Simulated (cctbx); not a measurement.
## Diagnosing a refinement

Cell a = 4.7810 Å, b = 4.7810 Å, c = 19.1590 Å, α = 90.00°, β = 90.00°, γ = 90.00°; space group I4/mmm (no. 139). The compound is Ba2NiCl4F2.

The data are simulated with cctbx, not measured: synchrotron X-rays, λ = 0.4959 Å, to d = 0.77 Å, 95 % of the full sphere, strongest reflection 70000 counts, noise from counting, a 6 % proportional error and a noise floor of 4 counts (s.d.); no absorption.

An anisotropic refinement with weights 1/σ² prints:

```text
Rint 0.046, 188 unique reflections to 0.77 A
cycle     R1     wR2    GooF  max shift (A)
   1  0.0256  0.0780   3.581   0.00063
   2  0.0115  0.0325   1.490   0.00000
final R1 0.0115 wR2 0.0325 GooF 1.490  parameters 13  data/parameter 14.5
atom        x        y        z      Ueq    occ   su(xyz)  su(Uiso or U11)
Ba1    0.00000  0.00000  0.15532   0.0135  1.000  0.00001  0.0002
Ni1    0.50000  0.50000  0.00000   0.0156  1.000  0.00000  0.0003
Cl1    0.00000  0.50000  0.25000   0.0301  1.000  0.00000  0.0004
Cl2    0.00000  0.00000  0.37950   0.0162  1.000  0.00006  0.0003
F1     0.50000  0.00000  0.00000   0.0258  1.000  0.00000  0.0011
difference map: max 0.67 min -0.45 rms 0.10
Q1    0.0000  0.0000  0.5000    2    0.67  0.00 A from Ni1
Q2    0.0000  0.0000  0.3559    4    0.43  0.45 A from Cl2
Q3    0.0000  0.4011  0.2418   16    0.40  0.50 A from Cl1
Q4    0.0000  0.0000  0.1677    4    0.40  0.24 A from Ba1
Q5    0.0000  0.0979  0.3808   16    0.32  0.47 A from Cl2
Q6    0.1267  0.1267  0.4318   16    0.28  1.32 A from Cl2
```

**Question.** Can this result stand? If not, what is the likely fault?

Mend it. The fault: anomalous dispersion left out. Against the right model at the same level, R1 goes from 0.0098 to 0.0115 and GooF from 0.97 to 1.49. No atom is wrong: without f′ and f″ the atoms near an edge get the wrong scattering power, which U and the scale absorb. The signs are weak, and the output alone doesn't single this fault out.

The compound is Ba2NiCl4F2. The right model at the same level gives:

```text
Rint 0.046, 188 unique reflections to 0.77 A
cycle     R1     wR2    GooF  max shift (A)
   1  0.0134  0.0357   1.638   0.00136
   2  0.0098  0.0211   0.968   0.00000
final R1 0.0098 wR2 0.0211 GooF 0.968  parameters 13  data/parameter 14.5
atom        x        y        z      Ueq    occ   su(xyz)  su(Uiso or U11)
Ba1    0.00000  0.00000  0.15532   0.0132  1.000  0.00001  0.0001
Ni1    0.50000  0.50000  0.00000   0.0182  1.000  0.00000  0.0002
Cl1    0.00000  0.50000  0.25000   0.0321  1.000  0.00000  0.0003
Cl2    0.00000  0.00000  0.37946   0.0182  1.000  0.00004  0.0002
F1     0.50000  0.00000  0.00000   0.0275  1.000  0.00000  0.0007
difference map: max 0.27 min -0.39 rms 0.09
Q1    0.0000  0.3572  0.3929   16    0.28  1.73 A from Cl2
Q2    0.0000  0.4047  0.1728   16    0.27  1.55 A from Cl1
Q3    0.1308  0.1308  0.4278   16    0.25  1.28 A from Cl2
Q4    0.0000  0.3542  0.0742   16    0.25  1.58 A from F1
Q5    0.1062  0.1062  0.2289   16    0.21  1.58 A from Ba1
Q6    0.1220  0.1220  0.1044   16    0.20  1.28 A from Ba1
```

Isotropic U is held between 0.0001 and 1 Å² by the program, and listed peak heights are interpolated, so they can pass the grid's maximum.

The model is made up (kin elements in a known structure type, no relaxation), so it says nothing on whether the phase exists.

[Middle refinement cycles are left out of these outputs.]

[Logs are printed without paths, hosts, clocks, repeated set-up lines and the standing remarks that a program may print on its own settings, such as how far it seeks lower states.]
